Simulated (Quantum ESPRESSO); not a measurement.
# Nickel: energy over the lowest against total spin moment, fitted and tested on a withheld row

System: Nickel, 1 Ni in the cell, space group Fm-3m. Cell as run: a = 2.492, b = 2.492, c = 2.492 Å, angles 60.0, 60.0, 60.0°, 1 atoms. From the study “E(M) of Nickel”.

Method: PBEsol; plane waves with GBRV 1.5 PBEsol potentials (Quantum ESPRESSO 7.5). Settings shared by all rows: cutoff 544.23 eV, 14×14×14 k-mesh, fermi-dirac occupations, smearing width 0.05 eV. The cell holds one seeded atom, so opposed orders, which may lie lower, cannot form in it.

Computed values, one withheld:

```tsv
total spin moment (μB a cell)	energy over the lowest (meV a cell)
0	54.0
0.159	48.9
0.317	?
0.476	11.6
0.634	0.2
0.6685	0.0
0.793	8.0
0.951	56.2
1.11	140.1
1.268	276.0
```

**Question.** Choose a law, fit it, and give the withheld energy over the lowest (total spin moment = 0.317 μB a cell).

**Law.** Time reversal makes the energy at fixed moment even in the moment, so it is expanded as a Landau series in M². In symbols, E = c0 + c2 M² + c4 M⁴ + c6 M⁶, with energy over the lowest in meV a cell.

**Fit.** Least squares on 9 rows gives c0 = 54.594, c2 = -264.472, c4 = 344.05 and c6 = -58.487.

```tsv
total spin moment (μB a cell)	computed	fit	computed − fit
0	54.0	54.59	-0.59
0.159	48.9	48.13	0.77
0.476	11.6	11.65	-0.05
0.634	0.2	0.08	0.12
0.6685	0.0	-0.11	0.11
0.793	8.0	9.79	-1.79
0.951	56.2	53.55	2.65
1.11	140.1	141.64	-1.54
1.268	276.0	275.68	0.32
```

The fit has a minimum at M = 0.657 μB a cell. Its quadratic term is negative, which makes M = 0 a maximum of the fitted curve.

**Prediction.** At total spin moment = 0.317 μB a cell the law predicts 31.43 meV a cell. The computed value is 34.1 meV a cell, 2.67 above the prediction. The row lies between fitted rows, so this is an interpolation. The miss is 2.2 times the rms residual of the fit, 1.23.

[Logs and program files are shortened in this print: banners, set-up blocks, solver, clock and traceback lines can be left out without a mark of their own.]

[Logs are printed without paths, hosts, clocks, repeated set-up lines and the standing remarks that a program may print on its own settings, such as how far it seeks lower states.]

[Hosts, paths, dates, database ids (printed as entryN), source tags and the programs' standing remarks are cut or masked in the printed files.]

[Where a cell is said to come from a database of computed structures, the database is the Materials Project.]
